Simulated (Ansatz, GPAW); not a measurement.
## NO/Sr(110): work function by functional and basis

Aim: the work function of both faces of NO/Sr(110), and its spread over functionals and bases.

Program: GPAW 26.7.0 and Ansatz 0.2.0. Level of theory: GPAW, PAW setups; slab in vacuum, in the first sound run; inputs show where later runs differ. Results are calculated unless marked as measured.

Report form: the programs' logs are mostly left out.

## Step 1: Starting point

The cell holds 7 atoms: 5 Sr, 1 N and 1 O. Cell: a = 6.080 Å, b = 4.299 Å, c = 26.278 Å, α = 90.0°, β = 90.0°, γ = 90.0°. Vacuum lies along c.

## Step 2: Relaxation

Forces are removed first; all later runs use this geometry. The lowest 3 atoms are held at bulk positions and keep their forces.

run.py

```python
import json
import numpy as np
from ase import Atoms
from ase.constraints import FixAtoms
from ase.optimize import BFGS
from gpaw import GPAW, PW

slab = Atoms(
    ['Sr', 'Sr', 'Sr', 'Sr', 'Sr', 'N', 'O'],
    positions=[
        [0.00000, 0.00000, 8.00000],
        [3.04000, 2.14960, 10.14960],
        [0.00000, 0.00000, 12.29921],
        [3.04000, 2.14960, 14.44881],
        [0.00000, 0.00000, 16.59842],
        [3.04000, 2.14960, 17.09842],
        [3.04000, 2.14960, 18.27842]],
    cell=[[6.08, 0.0, 0.0], [0.0, 4.29921, 0.0], [0.0, 0.0, 26.27842]],
    pbc=[True, True, False])

slab.calc = GPAW(mode=PW(500), xc='PBE', kpts={'size': (5, 7, 1), 'gamma': True},
                 occupations={'name': 'fermi-dirac', 'width': 0.1}, nbands='160%',
                 convergence={'density': 0.0001}, maxiter=200,
                 poissonsolver={'dipolelayer': 'xy'},
                 symmetry={'tolerance': 1e-3, 'extra_ids': [1, 1, 1, 0, 0, 0, 0]}, txt='slab.txt')
result = {}
slab.set_constraint(FixAtoms([0, 1, 2]))
path = []
opt = BFGS(slab, maxstep=0.2)
opt.attach(lambda: path.append((slab.get_potential_energy(), slab.positions.tolist(), slab.get_forces().tolist())))
result['relaxed'] = bool(opt.run(fmax=0.05, steps=30))
result['path'] = path
energy = slab.get_potential_energy()
fermi = slab.calc.get_fermi_level()
v = slab.calc.get_electrostatic_potential().mean((0, 1)) - fermi
n = slab.calc.get_pseudo_density().mean((0, 1))
L = slab.cell[2, 2]
z = np.arange(len(v)) * L / len(v)
low, high = slab.positions[:, 2].min(), slab.positions[:, 2].max()
below, above = np.interp([low - 5.8, high + 5.8], z, v)
slopes = [np.interp(x, z, np.gradient(v, z)) for x in (low - 5.8, high + 5.8)]
eps = np.array([[slab.calc.get_eigenvalues(k, s) for k in range(len(slab.calc.get_ibz_k_points()))]
                for s in range(slab.calc.get_number_of_spins())]) - fermi
top, bottom = eps[eps < 0].max(), eps[eps > 0].min()
dipole = slab.get_dipole_moment()[2]
print(f'energy {energy:.4f} eV, Fermi level {fermi:.4f} eV, dipole {dipole:.5f} e A')
print(f'potential 5.8 A off the faces, from the Fermi level: lower {below:.4f} eV, upper {above:.4f} eV')
print(f'slope of the potential there: lower {slopes[0]:.5f}, upper {slopes[1]:.5f} eV/A')
print(f'nearest levels on the mesh: {top:.4f} and {bottom:.4f} eV')
print('magnetic moment', round(slab.get_magnetic_moment(), 3))
result.update(energy=energy, fermi=fermi, dipole=dipole, below=below, above=above, slopes=slopes, edges=[top, bottom],
              z=z.tolist(), v=v.tolist(), n=n.tolist(), positions=slab.positions.tolist(),
              forces=slab.get_forces(apply_constraint=False).tolist(), moments=slab.get_magnetic_moments().tolist())
json.dump(result, open('result.json', 'w'))
```

On the command line:

```sh
OMP_NUM_THREADS=1 OPENBLAS_NUM_THREADS=1 python run.py
```

The job ended after 32 min (1 thread of Arm Neoverse V2, shared host; peak memory 0.59 GiB).

Relaxation path:

```
step  energy less that of the first step (eV)  largest force (eV/Å)
   1                                   0.0000                4.0005
   2                                  -0.0348                2.8004
   3                                  -0.1060                1.0423
   4                                  -0.1245                0.7388
   5                                  -0.1425                0.9754
   6                                  -0.1782                0.6392
   7                                  -0.1840                0.2229
   8                                  -0.1843                0.0518
   9                                  -0.1844                0.0404
```

The atoms that moved most (Å):

```
atom     dx     dy      dz  length
 Sr4  0.000  0.000   0.139   0.139
  N6  0.000  0.000  -0.095   0.095
  O7  0.000  0.000  -0.043   0.043
 Sr5  0.000  0.000  -0.017   0.017
```

Final coordinates:

```cif
data_structure
_symmetry_space_group_name_H-M 'P 1'
_symmetry_Int_Tables_number 1
_cell_length_a 6.0800
_cell_length_b 4.2992
_cell_length_c 26.2784
_cell_angle_alpha 90.000
_cell_angle_beta 90.000
_cell_angle_gamma 90.000
_cell_volume 686.90
loop_
_atom_site_label
_atom_site_type_symbol
_atom_site_fract_x
_atom_site_fract_y
_atom_site_fract_z
_atom_site_occupancy
Sr1 Sr 0.00000 0.00000 0.30443 1
Sr2 Sr 0.50000 0.50000 0.38623 1
Sr3 Sr 0.00000 0.00000 0.46803 1
Sr4 Sr 0.50000 0.50000 0.55514 1
Sr5 Sr 0.00000 0.00000 0.63098 1
N6 N 0.50000 0.50000 0.64704 1
O7 O 0.50000 0.50000 0.69393 1
```

Numbers from this step:

- dipole along the normal: -0.08767 e·Å
- levels nearest the Fermi level on the mesh: -0.05213, 0.02221 eV from the Fermi level
- upper work function: 3.238 eV
- lower work function: 2.608 eV

The electrostatic potential energy of an electron (without an applied field's), less the Fermi level, planar mean by z:

z (Å), electrostatic potential energy of an electron (without an applied field's), less the Fermi level, planar mean (eV) and a bar from the least value:
```
      0.0       2.92 #############################
      0.5       2.61 ############################
      1.0       2.61 ############################
      1.5       2.61 ############################
      2.0       2.61 ############################
      2.5       2.61 ############################
      3.0       2.61 ############################
      3.5       2.60 ############################
      4.0       2.59 ############################
      4.5       2.57 ############################
      5.0       2.52 ############################
      5.5       2.39 ############################
      6.0       2.11 ###########################
      6.5       1.51 #########################
      7.0       0.20 ######################
      7.5      -3.21 #############
      8.0      -7.04 ###
      8.5      -3.61 ############
      9.0      -1.01 ###################
      9.5      -2.15 ################
     10.0      -6.27 #####
     10.5      -4.67 #########
     11.0      -1.18 ##################
     11.5      -1.41 ##################
     12.0      -5.24 ########
     12.5      -5.97 ######
     13.0      -1.61 #################
     13.5      -0.27 #####################
     14.0      -2.19 ################
     14.5      -6.36 #####
     15.0      -4.01 ###########
     15.5      -1.10 ###################
     16.0      -2.54 ###############
     16.5      -7.34 ##
     17.0      -8.13 
     17.5      -1.58 #################
     18.0      -1.24 ##################
     18.5       0.19 ######################
     19.0       2.73 #############################
     19.5       3.15 ##############################
     20.0       3.22 ##############################
     20.5       3.23 ##############################
     21.0       3.24 ##############################
     21.5       3.24 ##############################
     22.0       3.24 ##############################
     22.5       3.24 ##############################
     23.0       3.24 ##############################
     23.5       3.24 ##############################
     24.0       3.24 ##############################
     24.5       3.24 ##############################
     25.0       3.24 ##############################
     25.5       3.24 ##############################
     26.0       3.16 ##############################
```

The pseudo valence density, planar mean oscillates, so the rows of the table below give means over windows of 2.06 Å about each position, cut where the curve ends. Its maxima inside the range that stand out by 2 % of the span (Å: e/Å³): 8.1: 0.299, 10.1: 0.312, 12.4: 0.301, 14.6: 0.307, 16.7: 0.445, 18.2: 0.270. Its minima: 9.0: 0.0763, 11.3: 0.0746, 13.5: 0.0639, 15.6: 0.0942, 17.6: 0.153.

The pseudo valence density, planar mean by z; means over each step:

```
z (Å)  pseudo valence density, planar mean (e/Å³)
 1.03                                      2.2e-6
 3.09                                      9.1e-5
 5.15                                     0.00275
 7.21                                       0.124
 9.27                                       0.174
11.33                                       0.172
13.39                                       0.154
15.45                                       0.206
17.51                                       0.273
19.57                                      0.0279
21.63                                      2.8e-5
```

The relaxation lowered the energy of the cell by 0.184 eV (energies extrapolated to zero smearing; the optimiser's log prints free energies). The largest force left on a free atom is 0.040 eV/Å.

## Step 3: The slab's potential

The work function is the vacuum plateau of the electrostatic potential less the Fermi level; a dipole layer lets the two faces have plateaus of their own.

Edit run.py of step 2 so:

```diff
@@ -3,4 +3,2 @@
 from ase import Atoms
-from ase.constraints import FixAtoms
-from ase.optimize import BFGS
 from gpaw import GPAW, PW
@@ -13,6 +11,6 @@
         [0.00000, 0.00000, 12.29921],
-        [3.04000, 2.14960, 14.44881],
-        [0.00000, 0.00000, 16.59842],
-        [3.04000, 2.14960, 17.09842],
-        [3.04000, 2.14960, 18.27842]],
+        [3.04000, 2.14960, 14.58818],
+        [-0.00000, 0.00000, 16.58126],
+        [3.04000, 2.14960, 17.00314],
+        [3.04000, 2.14960, 18.23531]],
     cell=[[6.08, 0.0, 0.0], [0.0, 4.29921, 0.0], [0.0, 0.0, 26.27842]],
@@ -22,12 +20,6 @@
                  occupations={'name': 'fermi-dirac', 'width': 0.1}, nbands='160%',
-                 convergence={'density': 0.0001}, maxiter=200,
+                 convergence={'density': 1e-05}, maxiter=200,
                  poissonsolver={'dipolelayer': 'xy'},
-                 symmetry={'tolerance': 1e-3, 'extra_ids': [1, 1, 1, 0, 0, 0, 0]}, txt='slab.txt')
+                 symmetry={'tolerance': 1e-3}, txt='slab.txt')
 result = {}
-slab.set_constraint(FixAtoms([0, 1, 2]))
-path = []
-opt = BFGS(slab, maxstep=0.2)
-opt.attach(lambda: path.append((slab.get_potential_energy(), slab.positions.tolist(), slab.get_forces().tolist())))
-result['relaxed'] = bool(opt.run(fmax=0.05, steps=30))
-result['path'] = path
 energy = slab.get_potential_energy()
```

Elapsed: 5 min, on 1 thread; peak memory 0.57 GiB.

This step gave:

| Property | Result |
| --- | --- |
| dipole along the normal | -0.09141 e·Å |
| levels nearest the Fermi level on the mesh | -0.05220, 0.02220 eV from the Fermi level |
| upper work function | 3.236 eV |
| lower work function | 2.607 eV |

The electrostatic potential energy of an electron (without an applied field's), less the Fermi level, planar mean by z:

```
z (Å)  electrostatic potential energy of an electron (without an applied field's), less the Fermi level, planar mean (eV)
  0.0                                                                                                                2.92
  0.5                                                                                                                2.61
  1.0                                                                                                                2.61
  1.5                                                                                                                2.61
  2.0                                                                                                                2.61
  2.5                                                                                                                2.61
  3.0                                                                                                                2.60
  3.5                                                                                                                2.60
  4.0                                                                                                                2.59
  4.5                                                                                                                2.57
  5.0                                                                                                                2.52
  5.5                                                                                                                2.39
  6.0                                                                                                                2.11
  6.5                                                                                                                1.51
  7.0                                                                                                               0.203
  7.5                                                                                                               -3.21
  8.0                                                                                                               -7.04
  8.5                                                                                                               -3.61
  9.0                                                                                                               -1.01
  9.5                                                                                                               -2.15
 10.0                                                                                                               -6.27
 10.5                                                                                                               -4.67
 11.0                                                                                                               -1.18
 11.5                                                                                                               -1.41
 12.0                                                                                                               -5.24
 12.5                                                                                                               -5.97
 13.0                                                                                                               -1.61
 13.5                                                                                                              -0.273
 14.0                                                                                                               -2.19
 14.5                                                                                                               -6.36
 15.0                                                                                                               -4.01
 15.5                                                                                                               -1.10
 16.0                                                                                                               -2.54
 16.5                                                                                                               -7.34
 17.0                                                                                                               -8.13
 17.5                                                                                                               -1.58
 18.0                                                                                                               -1.24
 18.5                                                                                                               0.193
 19.0                                                                                                                2.73
 19.5                                                                                                                3.14
 20.0                                                                                                                3.22
 20.5                                                                                                                3.23
 21.0                                                                                                                3.23
 21.5                                                                                                                3.24
 22.0                                                                                                                3.24
 22.5                                                                                                                3.24
 23.0                                                                                                                3.24
 23.5                                                                                                                3.24
 24.0                                                                                                                3.24
 24.5                                                                                                                3.24
 25.0                                                                                                                3.24
 25.5                                                                                                                3.24
 26.0                                                                                                                3.16
```

The pseudo valence density, planar mean oscillates, so the rows of the table below give means over windows of 2.06 Å about each position, cut where the curve ends. Its maxima inside the range that stand out by 2 % of the span (Å: e/Å³): 8.1: 0.299, 10.1: 0.312, 12.4: 0.301, 14.6: 0.307, 16.7: 0.445, 18.2: 0.270. Its minima: 9.0: 0.0763, 11.3: 0.0746, 13.5: 0.0639, 15.6: 0.0942, 17.6: 0.153.

Table of pseudo valence density, planar mean by z; means over each step:

(Unchanged from step 2.)

Force by atom:

```
atom  x (eV/Å)  y (eV/Å)  z (eV/Å)    size
 Sr1    0.0000    0.0000    0.0632  0.0632
 Sr2    0.0000    0.0000    0.0260  0.0260
 Sr3    0.0000    0.0000   -0.0078  0.0078
 Sr4    0.0000    0.0000   -0.0187  0.0187
 Sr5    0.0000    0.0000   -0.0152  0.0152
  N6    0.0000    0.0000   -0.0199  0.0199
  O7    0.0000    0.0000   -0.0147  0.0147
```

The potential is flat to 0.001 eV/Å where it is read, so the vacuum is wide enough.

(Part 1 of 3 ends here.)

[Logs are printed without paths, hosts, clocks, repeated set-up lines and the standing remarks that a program may print on its own settings, such as how far it seeks lower states.]

[Hosts, paths, dates, database ids (printed as entryN), source tags and the programs' standing remarks are cut or masked in the printed files.]
